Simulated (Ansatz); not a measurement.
# S on Ru(0001): change of the work function

How does S on the fcc site change the work function of Ru(0001) as the layer fills?

Method: plane-wave DFT, PBE, Ansatz PAW, in Ansatz 0.2.0.

Most raw output is cut from this account.

## Step 1: The structure

The cell holds 4 atoms: 4 Ru. Its edges and angles: a = 2.700 Å, b = 2.700 Å, c = 24.415 Å, α = 90.0°, β = 90.0°, γ = 60.0°. Vacuum lies along c.

## Step 2: The clean slab

The bare slab comes first, as the zero from which every change is counted. The two lowest layers are held at bulk places and the upper ones relax. The dipole correction removes the false field that a one-sided slab makes across the periodic vacuum, so each face gets a flat vacuum level of its own.

input.yaml reads:

```yaml
crystal:
  lattice:
    - [2.7, 0.0, 0.0]
    - [1.35, 2.3382685902, 0.0]
    - [0.0, 0.0, 24.4152]
  atoms:
    - { symbol: Ru, position: [0.6666666667, 0.6666666667, 0.3686228251] }
    - { symbol: Ru, position: [0.0, 0.0, 0.4562076084] }
    - { symbol: Ru, position: [0.6666666667, 0.6666666667, 0.5437923916] }
    - { symbol: Ru, position: [0.0, 0.0, 0.6313771749] }
kpoints:
  mp_grid: { grid: [12, 12, 1] }
hamiltonian:
  xc: pbe
scf:
  occupations: { method: fermi_dirac, width: 0.1 }
  convergence: { dr2_threshold: 1.0e-08 }
efield:
  axis: 3
  dipole_correction: true
  ramp_position: 0.97
  ramp_width: 0.06
relax:
  f_tol: 0.02
  max_steps: 60
  constraints: [{ sites: [0, 1] }]
output:
  write_potential: true
  write_density: true
  volumetric_format: npy
```

The run is started by

```bash
$ ansatz run input.yaml --threads 4 --pin off --max-ram 6144MiB --backend cpu --events-out ev --progress --plain --runs-dir out
```

Wall time 11 s (4 threads of Arm Neoverse V1, shared host); peak memory 0.53 GiB; 40 s of CPU time.

Relaxation path:

```
step  energy less that of the first step (eV)  largest force component (eV/Å)
   1                                   0.0000                          0.5365
   2                                  -0.0100                          0.2640
   3                                  -0.0132                          0.0173
```

The run keeps the 6 symmetry operations that it works with, so distortions that break them were not tested.

The atoms that moved most (Å):

| atom | dx | dy | dz | length |
| --- | --- | --- | --- | --- |
| Ru4 | 0.000 | 0.000 | -0.034 | 0.034 |
| Ru3 | 0.000 | 0.000 | 0.019 | 0.019 |

The relaxed structure:

```cif
data_structure
_symmetry_space_group_name_H-M 'P 1'
_symmetry_Int_Tables_number 1
_cell_length_a 2.7000
_cell_length_b 2.7000
_cell_length_c 24.4152
_cell_angle_alpha 90.000
_cell_angle_beta 90.000
_cell_angle_gamma 60.000
_cell_volume 154.14
loop_
_atom_site_label
_atom_site_type_symbol
_atom_site_fract_x
_atom_site_fract_y
_atom_site_fract_z
_atom_site_occupancy
Ru1 Ru 0.66667 0.66667 0.36862 1
Ru2 Ru 0.00000 0.00000 0.45621 1
Ru3 Ru 0.66667 0.66667 0.54459 1
Ru4 Ru 0.00000 0.00000 0.62999 1
```

This step gave:

- energy at zero smearing: -23512.6524 eV
- work function, upper face: 5.046 eV
- work function, lower face: 5.075 eV
- dipole along the normal: 0.001038 e·Å
- step between the vacuum levels: -0.02975 eV

Running mean over 2.138 Å of the planar mean; the ramp of the sawtooth is left out. Table of electron's electrostatic potential energy less the Fermi level by z:

| z (Å) | electron's electrostatic potential energy less the Fermi level (eV) |
| --- | --- |
| 3.0 | 5.08 |
| 3.5 | 5.07 |
| 4.0 | 5.07 |
| 4.5 | 5.07 |
| 5.0 | 5.07 |
| 5.5 | 5.05 |
| 6.0 | 4.98 |
| 6.5 | 4.76 |
| 7.0 | 3.94 |
| 7.5 | 0.744 |
| 8.0 | -6.27 |
| 8.5 | -12.3 |
| 9.0 | -14.2 |
| 9.5 | -14.5 |
| 10.0 | -14.6 |
| 10.5 | -14.7 |
| 11.0 | -14.8 |
| 11.5 | -14.8 |
| 12.0 | -14.6 |
| 12.5 | -14.7 |
| 13.0 | -14.9 |
| 13.5 | -15.0 |
| 14.0 | -15.4 |
| 14.5 | -15.4 |
| 15.0 | -14.8 |
| 15.5 | -14.1 |
| 16.0 | -11.4 |
| 16.5 | -4.48 |
| 17.0 | 1.85 |
| 17.5 | 4.21 |
| 18.0 | 4.81 |
| 18.5 | 4.98 |
| 19.0 | 5.03 |
| 19.5 | 5.04 |
| 20.0 | 5.04 |
| 20.5 | 5.05 |
| 21.0 | 5.05 |

The relaxation took 3 steps and lowered the energy by 0.013 eV; the largest force on the free atoms ends at 0.017 eV/Å.

The work function of the upper face is 5.05 eV.

## Step 3: Adsorbate added, k-mesh 6×6×1, coverage 0.25 ML

System of this step: S/Ru(0001). The cell holds 17 atoms: 16 Ru and 1 S. Its edges and angles: a = 5.400 Å, b = 5.400 Å, c = 26.444 Å, α = 90.0°, β = 90.0°, γ = 60.0°. Vacuum lies along c.

The clean slab as it ended is repeated in the plane and the adsorbate is set on one face; the cell's size fixes the coverage, and the k-mesh shrinks with it to keep the sampling density about even. Adsorbate and upper layers relax, since the dipole depends on the height.

input.yaml reads:

```yaml
crystal:
  lattice:
    - [5.4, 0.0, 0.0]
    - [2.7, 4.6765371804, 0.0]
    - [0.0, 0.0, 26.4437756998]
  atoms:
    - { symbol: Ru, position: [0.3333333333, 0.3333333333, 0.3403447413] }
    - { symbol: Ru, position: [0.0, 0.0, 0.4212106519] }
    - { symbol: Ru, position: [0.3333333333, 0.3333333333, 0.502809769] }
    - { symbol: Ru, position: [0.0, 0.0, 0.5816607821] }
    - { symbol: Ru, position: [0.3333333333, 0.8333333333, 0.3403447413] }
    - { symbol: Ru, position: [0.0, 0.5, 0.4212106519] }
    - { symbol: Ru, position: [0.3333333333, 0.8333333333, 0.502809769] }
    - { symbol: Ru, position: [0.0, 0.5, 0.5816607821] }
    - { symbol: Ru, position: [0.8333333333, 0.3333333333, 0.3403447413] }
    - { symbol: Ru, position: [0.5, 0.0, 0.4212106519] }
    - { symbol: Ru, position: [0.8333333333, 0.3333333333, 0.502809769] }
    - { symbol: Ru, position: [0.5, 0.0, 0.5816607821] }
    - { symbol: Ru, position: [0.8333333333, 0.8333333333, 0.3403447413] }
    - { symbol: Ru, position: [0.5, 0.5, 0.4212106519] }
    - { symbol: Ru, position: [0.8333333333, 0.8333333333, 0.502809769] }
    - { symbol: Ru, position: [0.5, 0.5, 0.5816607821] }
    - { symbol: S, position: [0.1666666667, 0.1666666667, 0.6596552587] }
kpoints:
  mp_grid: { grid: [6, 6, 1] }
hamiltonian:
  xc: pbe
scf:
  occupations: { method: fermi_dirac, width: 0.1 }
  convergence: { dr2_threshold: 1.0e-08 }
efield:
  axis: 3
  dipole_correction: true
  ramp_position: 0.97
  ramp_width: 0.06
relax:
  f_tol: 0.02
  max_steps: 60
  constraints: [{ sites: [0, 1, 4, 5, 8, 9, 12, 13] }]
output:
  dos: { projected: true, e_range: [-8, 4] }
  write_potential: true
  write_density: true
  volumetric_format: npy
  elf: true
```

The job ended after 2.6 min (4 threads; peak memory 2.6 GiB).

The steps of the relaxation:

| step | energy less that of the first step (eV) | largest force component (eV/Å) |
| --- | --- | --- |
| 1 | 0.0000 | 2.8839 |
| 2 | -0.5045 | 0.9601 |
| 3 | -0.5422 | 0.2655 |
| 4 | -0.5549 | 0.0614 |
| 5 | -0.5548 | 0.0659 |
| 6 | -0.5554 | 0.0069 |

Relaxation step 5 was tried and not accepted.

The run keeps the 6 symmetry operations that it works with, so distortions that break them were not tested.

The atoms that moved most (Å):

```csv
atom,dx,dy,dz,length
S17,0.000,0.000,-0.278,0.278
Ru15,0.000,0.000,-0.052,0.052
Ru4,0.014,0.008,0.031,0.035
Ru12,-0.014,0.008,0.031,0.035
Ru8,0.000,-0.017,0.031,0.035
Ru11,0.000,0.000,0.005,0.005
Ru3,0.000,0.000,0.005,0.005
Ru7,0.000,0.000,0.005,0.005
```

The relaxed structure:

```cif
data_structure
_symmetry_space_group_name_H-M 'P 1'
_symmetry_Int_Tables_number 1
_cell_length_a 5.4000
_cell_length_b 5.4000
_cell_length_c 26.4438
_cell_angle_alpha 90.000
_cell_angle_beta 90.000
_cell_angle_gamma 60.000
_cell_volume 667.79
loop_
_atom_site_label
_atom_site_type_symbol
_atom_site_fract_x
_atom_site_fract_y
_atom_site_fract_z
_atom_site_occupancy
Ru1 Ru 0.33333 0.33333 0.34034 1
Ru2 Ru 0.00000 0.00000 0.42121 1
Ru3 Ru 0.33331 0.33331 0.50302 1
Ru4 Ru 0.00177 0.00177 0.58282 1
Ru5 Ru 0.33333 0.83333 0.34034 1
Ru6 Ru 0.00000 0.50000 0.42121 1
Ru7 Ru 0.33331 0.83338 0.50302 1
Ru8 Ru 0.00177 0.49645 0.58282 1
Ru9 Ru 0.83333 0.33333 0.34034 1
Ru10 Ru 0.50000 0.00000 0.42121 1
Ru11 Ru 0.83338 0.33331 0.50302 1
Ru12 Ru 0.49645 0.00177 0.58282 1
Ru13 Ru 0.83333 0.83333 0.34034 1
Ru14 Ru 0.50000 0.50000 0.42121 1
Ru15 Ru 0.83333 0.83333 0.50086 1
Ru16 Ru 0.50000 0.50000 0.58166 1
S17 S 0.16667 0.16667 0.64913 1
```

Numbers from this step:

```yaml
energy_at_zero_smearing: -94955.1874 eV
work_function_upper_face: 5.240 eV
work_function_lower_face: 5.055 eV
dipole_along_the_normal: -0.02578 e·Å
step_between_the_vacuum_levels: 0.1848 eV
```

Running mean over 2.138 Å of the planar mean; the ramp of the sawtooth is left out. The electron's electrostatic potential energy less the Fermi level by z:

```
z (Å)  electron's electrostatic potential energy less the Fermi level (eV)
  3.5                                                                 5.05
  4.0                                                                 5.05
  4.5                                                                 5.05
  5.0                                                                 5.05
  5.5                                                                 5.03
  6.0                                                                 4.97
  6.5                                                                 4.74
  7.0                                                                 3.92
  7.5                                                                0.754
  8.0                                                                -6.27
  8.5                                                                -12.4
  9.0                                                                -14.3
  9.5                                                                -14.5
 10.0                                                                -14.7
 10.5                                                                -14.8
 11.0                                                                -14.8
 11.5                                                                -14.8
 12.0                                                                -14.7
 12.5                                                                -14.7
 13.0                                                                -14.8
 13.5                                                                -14.9
 14.0                                                                -15.0
 14.5                                                                -15.0
 15.0                                                                -14.8
 15.5                                                                -14.5
 16.0                                                                -12.7
 16.5                                                                -6.84
 17.0                                                               -0.777
 17.5                                                                 1.83
 18.0                                                                 3.12
 18.5                                                                 4.26
 19.0                                                                 4.99
 19.5                                                                 5.19
 20.0                                                                 5.23
 20.5                                                                 5.24
 21.0                                                                 5.24
 21.5                                                                 5.24
 22.0                                                                 5.24
 22.5                                                                 5.24
 23.0                                                                 5.24
```

The density of states has structure finer than the step of the table below, so its rows give means over 0.25 eV, whole bins alone (the curve runs from -8 to 1.98 eV). Peaks (eV: height): -3.340: 55.5, -2.920: 39.0, -2.110: 51.5, -1.920: 39.5, -1.740: 52.0, -1.470: 39.0, 0.810: 52.5.

Density of states against energy, zero at the Fermi level; means over each step:

```
energy (eV)  density of states (states/eV a cell)
      -7.75                                     0
      -7.50                                 0.173
      -7.25                                 0.883
      -7.00                                 0.922
      -6.75                                  1.05
      -6.50                                  1.16
      -6.25                                  1.92
      -6.00                                  10.2
      -5.75                                  18.9
      -5.50                                  22.9
      -5.25                                  23.8
      -5.00                                  19.2
      -4.75                                  22.9
      -4.50                                  21.8
      -4.25                                  16.5
      -4.00                                  20.6
      -3.75                                  19.7
      -3.50                                  17.0
      -3.25                                  20.5
      -3.00                                  19.0
      -2.75                                  29.2
      -2.50                                  24.4
      -2.25                                  24.7
      -2.00                                  34.5
      -1.75                                  28.5
      -1.50                                  27.0
      -1.25                                  18.2
      -1.00                                  20.8
      -0.75                                  14.3
      -0.50                                  19.2
      -0.25                                  19.9
       0.00                                  16.9
       0.25                                  19.0
       0.50                                  16.4
       0.75                                  25.2
       1.00                                  26.5
       1.25                                  26.8
       1.50                                  24.4
       1.75                                  17.4
```

Projected DOS per atom over height of the atomic layer and energy from the Fermi level. Layers: Ru4 Ru4 Ru4 Ru4 S from below.

Ten even steps from '_' (0.00 states/eV) to '@' (2.42 states/eV), each cell a mean:
```
------==::
++####++::
##******..
++==--==..
**----++..
**----++..
++----==::
##====**::
@@++++##::
****++**..
****##**::
--========
======----
++++====::
++**==**##
--**++====
::####==--
__====::..
__________
__________
__________
__________
```
Columns: height of the atomic layer (Å) from 9 to 17.2 (not evenly spaced); rows upwards: energy from the Fermi level (eV) from -7.96 to 1.95.

Electrostatic potential energy in the ca plane at fractional y = 0.000, with atoms of Ru within 0.2 Å of it. With pseudopotentials it is smooth inside the atoms' cores, unlike the true potential.

Values in eV, 8 rows by 16 columns, each cell a mean:
```
  3   2 -38 -47   2   2 -20 -59   0   9  10  10  10  10  10  10
-10  -7   0  -1  -5 -13   2  -2   7  10  10  10  10  10  10  10
 -6  -4  -7 -10  -3  -8  -1 -13   6  10  10  10  10  10  10  10
  5   4 -48 -59   2   4 -28 -73  -2   9  10  10  10  10  10  10
  3   2 -38 -47   2   2 -21 -62  -2   6   9  10  10  10  10  10
-10  -7   0  -1  -4 -14   1  -4  -3  -3   9  10  10  10  10  10
 -6  -4  -7 -10  -2  -9  -2 -16  -2   0   9  10  10  10  10  10
  5   4 -48 -59   2   4 -28 -74  -3   8  10  10  10  10  10  10
```
Columns run along c (16.0 Å, from fractional 0.31 to 0.92 of the cell; values clipped at the 3rd and 97th percentile), rows up along a (5.4 Å). Atoms in or near the plane, at fractional coordinates: Ru at (0.42, 0.00), Ru at (0.58, 0.00), Ru at (0.42, 0.50), Ru at (0.58, 0.50).

ELF in the ca plane at fractional y = 0.000, with atoms of Ru within 0.2 Å of it. It is the smooth field of the valence electrons, not physical close to the nuclei.

Ten even steps from '0' (0.00) to '9' (0.86), each cell a mean:
```
33333257675233333266674222110000000000000000
23323335653332223236642111000000000000000000
24442333333324432323332210000000000000000000
24542333333224532333333210000000000000000000
23332324433323333224432210000000000000000000
33223347764332233257763111100000000000000000
44333266465233333375474233321000000000000000
33333257575233333366674467653100000000000000
33323335653332323346643689986310000000000000
24432323333324432333324899997420000000000000
24542333333224532333335899997420000000000000
23332323432323332334434799986410000000000000
33223347774332233357763588874210000000000000
44333266365233333375474245532100000000000000
```
Columns run along c (16.0 Å, from fractional 0.31 to 0.92 of the cell), rows up along a (5.4 Å). Atoms in or near the plane, at fractional coordinates: Ru at (0.42, 0.00), Ru at (0.58, 0.00), Ru at (0.42, 0.50), Ru at (0.58, 0.50).

[end of part 1 of 2]

[Logs are printed without paths, hosts, clocks, repeated set-up lines and the standing remarks that a program may print on its own settings, such as how far it seeks lower states.]

[Hosts, paths, dates, database ids (printed as entryN), source tags and the programs' standing remarks are cut or masked in the printed files.]

[Maps of the electrostatic potential energy from Ansatz leave out the sawtooth potential of an applied field or a dipole correction, so their vacuum need not be flat; planar profiles and work functions include it.]

[The density of states shown here was stored with 400 of the rows of the run's finer table, so its peaks can read low, often by over a quarter, or be missed, and its means over a window can be off by a tenth or more.]
